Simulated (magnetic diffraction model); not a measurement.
# PrDyRh: what an assumed order does to the neutron pattern

Space group P-62m (no. 189), a = 7.7760 Å, c = 4.1160 Å.

```csv
site,atom,x,y,z
3f,Dy,0,0.5940,0
3g,Pr,0,0.2673,1/2
2d,Rh,1/3,2/3,1/2
1a,Rh,0,0,0
```

This is a made-up structure (elements placed in a structure type, unrelaxed), so the numbers test the method and describe no known phase.

Only Dy and Pr are taken to order (form factors of Dy3+ and Pr3+); orders and moment sizes are assumed, and not adapted to the symmetry. Radiation: neutrons of λ = 2.41 Å (absorption by Dy left out), 2° to 75°; isotropic B of 0.19 Å² (Dy), 0.24 Å² (Pr) and 0.24 Å² (Rh). The intensities are simulated: I ∝ L Σ (|F_N|² + |F_M⊥|²) for unpolarised neutrons, with F_M = 2.695 fm/μB × Σ f(s) S exp(2πi Q·r) exp(−B s²) at Q = H ± k (one set where k and −k are equivalent), only the part normal to Q counting and L = 1/(sin²θ cos θ). For a modulated order the moment at position r is S exp(−2πi k·r) + c.c., with S = m/2 for a sine wave of amplitude m and S = m(u + iv)/2 for moments turning in a plane, u and v being orthogonal unit vectors in it; the phase factor of the sum at Q = H + k is then exp(2πi H·r). Form factors are spin-only for 3d ions and dipole or tabulated for f ions, scattering lengths are Sears's of 1992, and absorption is left out. A label names one of the reflections at its angle. The strongest nuclear line in the range is 100, and lines under 0.2 are left out.

Assume the order k = (0 1/5 0), moments turning in the plane of [010] and [100], 8.9 μB on Dy and 3.1 μB on Pr; signs + at (0, 0.5940, 0), − at (0.4060, 0.4060, 0), − at (0.5940, 0, 0), − at (0, 0.2673, 1/2), + at (0.7327, 0.7327, 1/2), + at (0.2673, 0, 1/2).

Q: Where does magnetic intensity appear, and how strong is it?

```tsv
2θ (°)	index	nuclear	magnetic
4.10	(0 1/5 0)	0.0	53.5
16.46	(0 4/5 0)	0.0	28.4
18.88	(1 -1/5 0)	0.0	50.6
20.62	(1 0 0)	6.1	0.0
22.99	(1 1/5 0)	0.0	33.8
24.80	(0 6/5 0)	0.0	12.3
32.46	(1 4/5 0)	0.0	14.3
34.05	(0 0 1)	13.2	0.0
34.31	(0 1/5 1)	0.0	12.3
36.11	(1 1 0)	25.1	0.0
36.36	(2 -4/5 0)	0.0	4.6
37.58	(0 9/5 0)	0.0	6.2
38.04	(0 4/5 1)	0.0	9.8
39.21	(1 -1/5 1)	0.0	51.9
39.92	(1 6/5 0)	0.0	15.5
40.13	(1 0 1)	0.6	0.0
41.48	(1 1/5 1)	0.0	44.0
41.94	(2 0 0)	18.0	0.0
42.58	(0 6/5 1)	0.0	7.0
44.30	(2 1/5 0)	0.0	5.0
46.37	(0 11/5 0)	0.0	3.9
47.75	(1 4/5 1)	0.0	10.2
50.47	(1 1 1)	100.0	0.0
50.66	(2 -4/5 1)	0.0	3.1
51.60	(0 9/5 1)	0.0	9.6
52.18	(1 9/5 0)	0.0	2.8
53.10	(2 4/5 0)	0.0	6.2
53.45	(1 6/5 1)	0.0	19.4
55.08	(2 0 1)	73.6	0.0
55.81	(3 -6/5 0)	0.0	7.6
56.51	(2 1 0)	33.6	0.0
57.03	(2 1/5 1)	0.0	10.0
57.56	(3 -4/5 0)	0.0	7.1
58.76	(0 11/5 1)	0.0	6.8
60.13	(2 6/5 0)	0.0	5.8
60.98	(1 11/5 0)	0.0	2.0
62.64	(3 -1/5 0)	0.0	1.0
63.78	(1 9/5 1)	0.0	2.6
64.60	(2 4/5 1)	0.0	9.9
64.93	(3 0 0)	32.3	0.0
67.01	(3 -6/5 1)	0.0	7.6
67.50	(3 1/5 0)	0.0	0.9
67.65	(2 1 1)	17.6	0.0
68.59	(3 -4/5 1)	0.0	7.2
69.86	(0 16/5 0)	0.0	0.7
70.94	(2 6/5 1)	0.0	15.7
71.68	(0 0 2)	26.6	0.0
71.72	(1 11/5 1)	0.0	1.9
```
(The table stops after 48 lines; 5 more lie at higher angle.)

The strongest magnetic line in the range is (0 1/5 0) at 4.10° (53.5). On top of the Lorentz factor, which all lines share, magnetic lines fade with angle because f falls: for Dy3+ it is 0.96, 0.84, 0.69 and 0.41 at sin θ/λ = 0.1, 0.2, 0.3 and 0.5 Å⁻¹, while nuclear lengths stay constant. The order has no net moment.

[Logs are printed without paths, hosts, clocks, repeated set-up lines and the standing remarks that a program may print on its own settings, such as how far it seeks lower states.]
